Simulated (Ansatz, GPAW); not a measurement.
# Dielectric function and optical constants of Au3IO (model structure), part 2 of 3

Aim: the dielectric function of Au3IO (model structure), and the optical constants that follow from it. The cell was made here by substitution or stacking, whether or not such a phase is known. It was built so: All Ag replaced by Au and S replaced by O in the R3 structure of Ag3SI. The cell is first relaxed with Ansatz.

GPAW 26.7.0; DFT, PBE, plane-wave PAW (GPAW data sets), scalar-relativistic, RPA, optical limit.

So far: The starting structure; Relaxation.

**3. Ground state**

First the ground state: is it a metal or has it a gap?

This step: DFT, PBE, plane-wave PAW (GPAW data sets), scalar-relativistic, ground state (GPAW 26.7.0).

gs.py

```python
from ase import Atoms
from ase.dft.bandgap import bandgap
from gpaw import GPAW, PW, FermiDirac

atoms = Atoms(['Au', 'Au', 'Au', 'I', 'O'],
              cell=[[3.68655788, 2.12843518, 2.54074417],
                    [-3.68655788, 2.12843518, 2.54074417],
                    [0.00000000, -4.25687037, 2.54074417]],
              scaled_positions=[[0.91843890, 0.91843521, 0.36684888],
                                [0.91843521, 0.36684888, 0.91843890],
                                [0.36684888, 0.91843890, 0.91843521],
                                [0.59329429, 0.59329429, 0.59329429],
                                [0.17188272, 0.17188272, 0.17188272]],
              pbc=[True, True, True])
atoms.calc = GPAW(mode=PW(400), xc='PBE', kpts={'size': (5, 5, 5), 'gamma': True},
                  occupations=FermiDirac(0.05), maxiter=150, txt='gs.txt')
print('energy (eV)', atoms.get_potential_energy())
print('Fermi level (eV)', atoms.calc.get_fermi_level())
print('valence electrons', atoms.calc.get_number_of_electrons())
print('gap (eV)', bandgap(atoms.calc, output=None)[0])
print('direct gap (eV)', bandgap(atoms.calc, direct=True, output=None)[0])
atoms.calc.write('gs.gpw')
```

Launch:

```console
$ OMP_NUM_THREADS=1 python gs.py
```

Numbers of over 12 decimals in the logs are rounded to 6 here.

Output:

```text
__  _  _
 | _ |_)|_||  |
 |__||  | ||/\| - 26.7.0

Versions:
  Python: 3.12.14
  ASE:    3.29.0
  Numpy:  2.5.5
  Scipy:  1.18.1
  Libxc:  7.0.0

Input parameters:
  mode=PW(ecut=400.0),
  kpts=MonkhorstPack(size=(5, 5, 5), gamma=True),
  maxiter=150,
  occupations=Occupations(name='fermi-dirac', width=0.05, fixmagmom=False),
  xc=XC(name='PBE')

Diagonalizing LCAO Hamiltonian
Converting LCAO to pw mode

               Au

       Au        Au
             I

             O

Atoms  # Å, Bohr magnetons
|   | symbol |         x |         y |        z |    initial magnetic moments |
| 0 |     Au |  0.000014 |  2.348039 | 5.599096 | ( 0.0000,  0.0000,  0.0000) |
| 1 |     Au |  2.033455 | -1.174031 | 5.599096 | ( 0.0000,  0.0000,  0.0000) |
| 2 |     Au | -2.033469 | -1.174008 | 5.599096 | ( 0.0000,  0.0000,  0.0000) |
| 3 |      I |  0.000000 | -0.000000 | 4.522227 | ( 0.0000,  0.0000,  0.0000) |
| 4 |      O |  0.000000 | -0.000000 | 1.310130 | ( 0.0000,  0.0000,  0.0000) |

Unit cell  # Å
| periodic |         x |         y |        z |  lengths |    angles |
|      yes |  3.686558 |  2.128435 | 2.540744 | 4.957452 | 96.084787 |
|      yes | -3.686558 |  2.128435 | 2.540744 | 4.957452 | 96.084787 |
|      yes |  0.000000 | -4.256870 | 2.540744 | 4.957452 | 96.084787 |

Number of symmetries: 1
Symmetry operations  # r_c * U_cc + t_c -> r_c
|   | kind |            matrix            |
| 0 |  E   |  1, 0, 0,  0, 1, 0,  0, 0, 1 |

BZ-sampling:
  Number of BZ points: 125
  Number of IBZ points: 63

  Monkhorst-Pack size: [5, 5, 5]
  Monkhorst-Pack shift: [0, 0, 0]

K-points  # in reciprocal-cell coordinates
|     |                                coordinates |     weight |
|   0 | (  0.00000000,   0.00000000,   0.00000000) | 0.00800000 |
|   1 | (  0.00000000,   0.00000000,   0.20000000) | 0.01600000 |
|   2 | (  0.00000000,   0.00000000,   0.40000000) | 0.01600000 |
|   3 | (  0.00000000,   0.20000000,  -0.40000000) | 0.01600000 |
|   4 | (  0.00000000,   0.20000000,  -0.20000000) | 0.01600000 |
|   5 | (  0.00000000,   0.20000000,   0.00000000) | 0.01600000 |
|   6 | (  0.00000000,   0.20000000,   0.20000000) | 0.01600000 |
|   7 | (  0.00000000,   0.20000000,   0.40000000) | 0.01600000 |
|   8 | (  0.00000000,   0.40000000,  -0.40000000) | 0.01600000 |
|   9 | (  0.00000000,   0.40000000,  -0.20000000) | 0.01600000 |
| ... |                                            |            |
|  62 | (  0.40000000,   0.40000000,   0.40000000) | 0.01600000 |

Plane wave coefficients: 2185
Cutoff: 400.0 eV

Spin-components: 1 (collinear spins)
Bands:           32
Projectors:      28
Spin-degeneracy: 2
Datatype:        complex128

Parallelization:
  kpt:    1
  domain: 1
  band:   1

Density:
  Valence electrons: 46.0
  Components: 1
  Grid points: [24 24 24]
  Charge: 0.0  # |e|

Potential:
  Grid points: [24 24 24]

species:
  Au:
    name:    Gold
    id:
    Z:       79.0
    valence: 11
    core:    68
    charge:  0.0  # [|e|]
    compensation charges:
      type: gauss
      rc: 0.42  # [Å]
      lmax: 2
    cutoffs:
      filter: 2.33  # [Å]
      core: 2.81  # [Å]
    projectors
    | kind |    occ | energy [eV] | rcut [Å] |
    |   6s |  1.000 |      -5.728 |    1.323 |
    |   6p |  0.000 |      -0.775 |    1.323 |
    |   5d | 10.000 |      -6.891 |    1.323 |
    |    s |        |      21.484 |    1.323 |
    |    p |        |      26.436 |    1.323 |
    |    d |        |      20.321 |    1.323 |

    Using partial waves for Au as LCAO basis

  I:
    name:    Iodine
    id:
    Z:       53.0
    valence: 7
    core:    46
    charge:  0.0  # [|e|]
    compensation charges:
      type: gauss
      rc: 0.37  # [Å]
      lmax: 2
    cutoffs:
      filter: 2.06  # [Å]
      core: 2.90  # [Å]
    projectors
    | kind |    occ | energy [eV] | rcut [Å] |
    |   5s |  2.000 |     -17.382 |    1.164 |
    |   5p |  5.000 |      -7.088 |    1.164 |
    |    s |        |       9.829 |    1.164 |
    |    p |        |      20.123 |    1.164 |
    |    d |        |       0.000 |    1.164 |

    Using partial waves for I as LCAO basis

  O:
    name:    Oxygen
    id:
    Z:       8.0
    valence: 6
    core:    2
    charge:  0.0  # [|e|]
    compensation charges:
      type: gauss
      rc: 0.21  # [Å]
      lmax: 2
    cutoffs:
      filter: 1.17  # [Å]
      core: 0.83  # [Å]
    projectors
    | kind |    occ | energy [eV] | rcut [Å] |
    |   2s |  2.000 |     -23.961 |    0.688 |
    |   2p |  4.000 |      -9.029 |    0.598 |
    |    s |        |       3.251 |    0.688 |
    |    p |        |      18.182 |    0.598 |
    |    d |        |       0.000 |    0.619 |

    Using partial waves for O as LCAO basis

Reference energy: -1745376.461295  # eV

eigensolver:
  PPCG
  Converge bands: occupied
  niter=2

density mixing:
  MSR1-Mixer
  Pratt-step length: 0.05
  Maximum mixing coefficient: 0.75
  Old densities: 10
  SVD Regularization: 0.005
  Good broyden scale: 1.0
  Trust region scale: 1.0
  Backstep threshold: 4.0
  History deletion threshold: 6.0
  Fourier metric: weight=20.0, sigma=0.015

occupation numbers:
  Fermi-Dirac:
    width: 0.0500  # eV

poisson solver:
  ecut: 3200.0  # eV

xc functional:
  name: PBE with 2 nearest neighbor stencil

convergence criteria:
- Maximum [total energy] change in last 3 cyles: 0.0005 eV / valence electron
- Maximum integral of absolute [dens]ity change: 0.0001 electrons / valence electron
- Maximum integral of absolute [eigenst]ate change: 4e-08 eV^2 / valence electron
maximum number of iterations: 150

SCF iterations
|iter     |      energy | eigst |  dens |
|iter:   1||  -15.881505 | -0.17 |       |
|iter:   2||  -15.233630 | -2.11 | -1.07 |
|iter:   3||  -13.836866 | -1.35 | -1.12 |
|iter:   4||  -13.807279 | -2.55 | -1.65 |
|iter:   5||  -13.786000 | -2.86 | -1.91 |
|iter:   6||  -13.782633 | -3.72 | -2.32 |
|iter:   7||  -13.782614c| -4.94 | -2.91 |
|iter:   8||  -13.782625c| -6.01 | -3.38 |
|iter:   9||  -13.782625c| -7.07 | -4.04c|
|iter:  10||  -13.782625c| -7.45c| -4.66c|

Converged in 10 steps
SCF loop duration: 67.789 s (6.779 s/step)
Energy contributions relative to reference atoms: (reference = -1745376.461295)

Energy contributions:
  Kinetic:         -18.485893
  Coulomb:          15.101013
  Zero:              0.213727
  External:          0.000000
  Xc:              -10.611473
  Entropy:          -0.000000
  Spinorbit:         0.000000
  ----------------------------
  Free energy:     -13.782625
  Extrapolated:    -13.782625

dipole moment: (0.000000, -0.000002, 29.804191)  # |e|*Ang

Fermi level: 5.239
Eigenvalues  # (at kpt = [0.000, 0.000, 0.000])
| band index |      eig [eV] | occ [0-2] |
|          0 |       -13.942 |     2.000 |
|        ... |               |           |
|         15 |         2.079 |     2.000 |
|         16 |         2.216 |     2.000 |
|         17 |         2.398 |     2.000 |
|         18 |         2.398 |     2.000 |
|         19 |         2.903 |     2.000 |
|         20 |         2.964 |     2.000 |
|         21 |         4.531 |     2.000 |
|         22 |         4.531 |     2.000 |
|         23 |         5.893 |     0.000 |
|         24 |         6.846 |     0.000 |
|         25 |         6.846 |     0.000 |
|         26 |         9.792 |     0.000 |
|         27 |         9.792 |     0.000 |
|         28 |        11.477 |     0.000 |
|         29 |        13.333 |     0.000 |
|         30 |        13.661 |     0.000 |
|         31 |        13.732 |     0.000 |

Gap: 1.362 eV
Transition (v -> c):
  (s=0, k=0, n=22, [0.00, 0.00, 0.00]) -> (s=0, k=0, n=23, [0.00, 0.00, 0.00])
No difference between direct/indirect transitions

--- standard output ---
energy (eV) -13.782625
Fermi level (eV) 5.238550
valence electrons 46.0
gap (eV) 1.362188
direct gap (eV) 1.362188
```

It took 72 s on 1 thread of Arm Neoverse V2, shared host; peak memory 0.25 GiB.

Numbers from this step:

```
energy                 : -13.78 eV
Fermi energy           : 5.239 eV
gap on the k-mesh      : 1.362 eV
direct gap on the mesh : 1.362 eV
electrons              : 46
```

There is a gap, 1.36 eV on this mesh (points off the mesh can give less), so no carriers' term is needed.

**4. Bands for the response**

At the fixed density, many empty bands are solved on the mesh of the response, since the spectrum sums over them.

This step: DFT, PBE, plane-wave PAW (GPAW data sets), scalar-relativistic, bands at fixed density (GPAW 26.7.0).

nscf.py

```python
from ase.dft.bandgap import bandgap
from gpaw import GPAW, FermiDirac

calc = GPAW('gs.gpw').fixed_density(kpts={'size': (6, 6, 6), 'gamma': True}, nbands=53, convergence={'bands': 47},
                                    occupations=FermiDirac(0.001), txt='nscf.txt')
print('gap (eV)', bandgap(calc, output=None)[0])
print('direct gap (eV)', bandgap(calc, direct=True, output=None)[0])
calc.write('full.gpw', mode='all')
```

Launch:

```console
$ OMP_NUM_THREADS=1 python nscf.py
```

Output:

```text
Diagonalizing LCAO Hamiltonian
Converting LCAO to pw mode
convergence criteria:
- Maximum integral of absolute [eigenst]ate change: 4e-08 eV^2 / valence electron
maximum number of iterations: 150

SCF iterations
|iter     |      energy | eigst |  dens |
|iter:   1||             | +2.72 |       |
|iter:   2||             | +1.62 |       |
|iter:   3||             | +0.67 |       |
|iter:   4||             | -0.38 |       |
|iter:   5||             | -1.22 |       |
|iter:   6||             | -2.14 |       |
|iter:   7||             | -2.82 |       |
|iter:   8||             | -3.62 |       |
|iter:   9||             | -4.31 |       |
|iter:  10||             | -5.09 |       |
|iter:  11||             | -5.75 |       |
|iter:  12||             | -6.46 |       |
|iter:  13||             | -7.02 |       |
|iter:  14||             | -7.57c|       |
SCF steps: 14
  __  _  _
 | _ |_)|_||  |
 |__||  | ||/\| - 26.7.0

Versions:
  Python: 3.12.14
  ASE:    3.29.0
  Numpy:  2.5.5
  Scipy:  1.18.1
  Libxc:  7.0.0

Input parameters:
  mode=PW(ecut=400.0),
  convergence={'bands': 47},
  gpts=array([24, 24, 24]),
  kpts=MonkhorstPack(size=(6, 6, 6), gamma=True),
  maxiter=150,
  nbands=53,
  occupations=Occupations(name='fermi-dirac', width=0.001, fixmagmom=False),
  parallel={},
  xc=XC(name='PBE')

--- standard output ---
gap (eV) 1.301819
direct gap (eV) 1.362188
```

Wall time 4.5 min (1 thread); peak memory 0.45 GiB.

Numbers from this step:

| Quantity | Value |
| --- | --- |
| gap on the k-mesh | 1.302 eV |

**5. Dielectric function, RPA**

Transitions between filled and empty bands, summed over the zone, give the optical response, so mesh, band count and broadening shape it.

The induced potential is part of this response.

This step: DFT, PBE, plane-wave PAW (GPAW data sets), scalar-relativistic, RPA, optical limit (GPAW 26.7.0).

df.py

```python
from gpaw.response.df import DielectricFunction

df = DielectricFunction('full.gpw', frequencies={'type': 'nonlinear', 'domega0': 0.03, 'omega2': 8},
                        ecut=30,
                        eta=0.05,
                        nbands=47,
                        txt='df.txt')
for direction in ['x', 'z']:
    df.get_dielectric_function(xc='RPA', direction=direction, filename=f'df_{direction}.csv')
```

Launch:

```console
$ OMP_NUM_THREADS=1 python df.py
```

Output:

```text
Using integrator: PointIntegrator
NonLinearFrequencyDescriptor(from 0.000 to 37.778 eV, 427 points)
Nonperiodic BCs:  [False False False]
Using integrator: PointIntegrator
NonLinearFrequencyDescriptor(from 0.000 to 37.778 eV, 427 points)
Nonperiodic BCs:  [False False False]

Calculating chi0 body with:
    Ground state adapter containing:
    Number of spins: 1
    Number of kpoints: 216
    Number of irreducible kpoints: 112
    Number of completely occupied states: 23
    Number of partially occupied states: 23

    Linear response parametrization:
    q_c: [0.0, 0.0, 0.0]
    Number of frequency points: 427
    Planewave cutoff: 30.0
    Number of bands: 47
    Number of planewaves: 45
    Broadening (eta): 0.05

Integrating chi0 body.

Symmetries of q_c:
    Direct symmetries (Uq -> q): 1
    Indirect symmetries (TUq -> q): 1
In total 2 allowed symmetries.

112 groups of equivalent kpoints. 48.148148% reduction.

Integral kind: spectral function

Calculating chi0 optical extensions with:
    Ground state adapter containing:
    Number of spins: 1
    Number of kpoints: 216
    Number of irreducible kpoints: 112
    Number of completely occupied states: 23
    Number of partially occupied states: 23

    Linear response parametrization:
    Number of frequency points: 427
    Planewave cutoff: 30.0
    Number of bands: 47
    Number of planewaves: 45
    Broadening (eta): 0.05
Integrating chi0 head and wings.

Symmetries of q_c:
    Direct symmetries (Uq -> q): 1
    Indirect symmetries (TUq -> q): 1
In total 2 allowed symmetries.

112 groups of equivalent kpoints. 48.148148% reduction.

Integral kind: spectral function wings
```

It took 35 s on 1 thread; peak memory 0.32 GiB.

Numbers from this step:

```
electronic dielectric constant ε∞, mean over x, y and z (by symmetry where fewer were run) : 7.586
```

The Im ε has structure finer than the step of the table below, so its rows give means over 0.25 eV, whole bins alone (the curve runs from 0 to 13.7 eV). Peaks (eV: height): E ∥ x 1.949: 4.60, 2.356: 5.42, 3.139: 13.0, 3.893: 11.7, 4.516: 9.70, 6.334: 5.66; E ∥ z 1.949: 3.77, 2.356: 7.83, 2.663: 7.87, 3.220: 13.3, 3.594: 11.5, 4.425: 8.85, 5.029: 6.80.

Sum at mesh points, not converged in k; values under the direct gap are tails of Lorentzian lines. Table of Im ε by photon energy; means over each step:

| photon energy (eV) | E ∥ x | E ∥ z |
| --- | --- | --- |
| 0.25 | 0.0143 | 0.0133 |
| 0.50 | 0.0304 | 0.0281 |
| 0.75 | 0.0509 | 0.0471 |
| 1.00 | 0.0819 | 0.0751 |
| 1.25 | 0.147 | 0.128 |
| 1.50 | 0.574 | 0.332 |
| 1.75 | 1.77 | 1.94 |
| 2.00 | 3.58 | 2.67 |
| 2.25 | 3.62 | 4.26 |
| 2.50 | 4.77 | 6.30 |
| 2.75 | 4.18 | 5.15 |
| 3.00 | 8.76 | 6.72 |
| 3.25 | 10.4 | 11.3 |
| 3.50 | 9.41 | 10.3 |
| 3.75 | 9.80 | 8.13 |
| 4.00 | 10.1 | 4.69 |
| 4.25 | 8.54 | 5.46 |
| 4.50 | 9.19 | 8.02 |
| 4.75 | 8.20 | 5.48 |
| 5.00 | 6.95 | 5.62 |
| 5.25 | 6.74 | 4.79 |
| 5.50 | 5.09 | 2.98 |
| 5.75 | 5.05 | 2.81 |
| 6.00 | 4.07 | 3.00 |
| 6.25 | 5.34 | 2.89 |
| 6.50 | 4.29 | 3.10 |
| 6.75 | 4.15 | 2.69 |
| 7.00 | 3.47 | 2.15 |
| 7.25 | 3.71 | 2.09 |
| 7.50 | 4.13 | 1.89 |
| 7.75 | 3.87 | 1.80 |
| 8.00 | 3.62 | 2.04 |
| 8.25 | 2.89 | 2.00 |
| 8.50 | 2.32 | 1.74 |
| 8.75 | 2.40 | 1.55 |
| 9.00 | 2.19 | 1.68 |
| 9.25 | 2.14 | 2.00 |
| 9.50 | 1.63 | 1.84 |
| 9.75 | 1.55 | 2.22 |
| 10.00 | 1.54 | 2.10 |
| 10.25 | 1.47 | 2.06 |
| 10.50 | 1.40 | 1.71 |
| 10.75 | 1.40 | 1.55 |
| 11.00 | 1.43 | 1.65 |
| 11.25 | 1.34 | 1.52 |
| 11.50 | 1.42 | 1.52 |
| 11.75 | 1.25 | 1.71 |
| 12.00 | 1.26 | 1.48 |
| 12.25 | 1.38 | 1.64 |
| 12.50 | 1.35 | 1.76 |
| 12.75 | 1.14 | 1.64 |
| 13.00 | 1.17 | 1.58 |
| 13.25 | 1.11 | 1.36 |
| 13.50 | 1.17 | 1.51 |

(Continued in part 3 of 3.)

[Machine, clock and banner lines and Python warnings are left out of the logs.]

[Logs are printed without paths, hosts, clocks, repeated set-up lines and the standing remarks that a program may print on its own settings, such as how far it seeks lower states.]

[Hosts, paths, dates, database ids (printed as entryN), source tags and the programs' standing remarks are cut or masked in the printed files.]
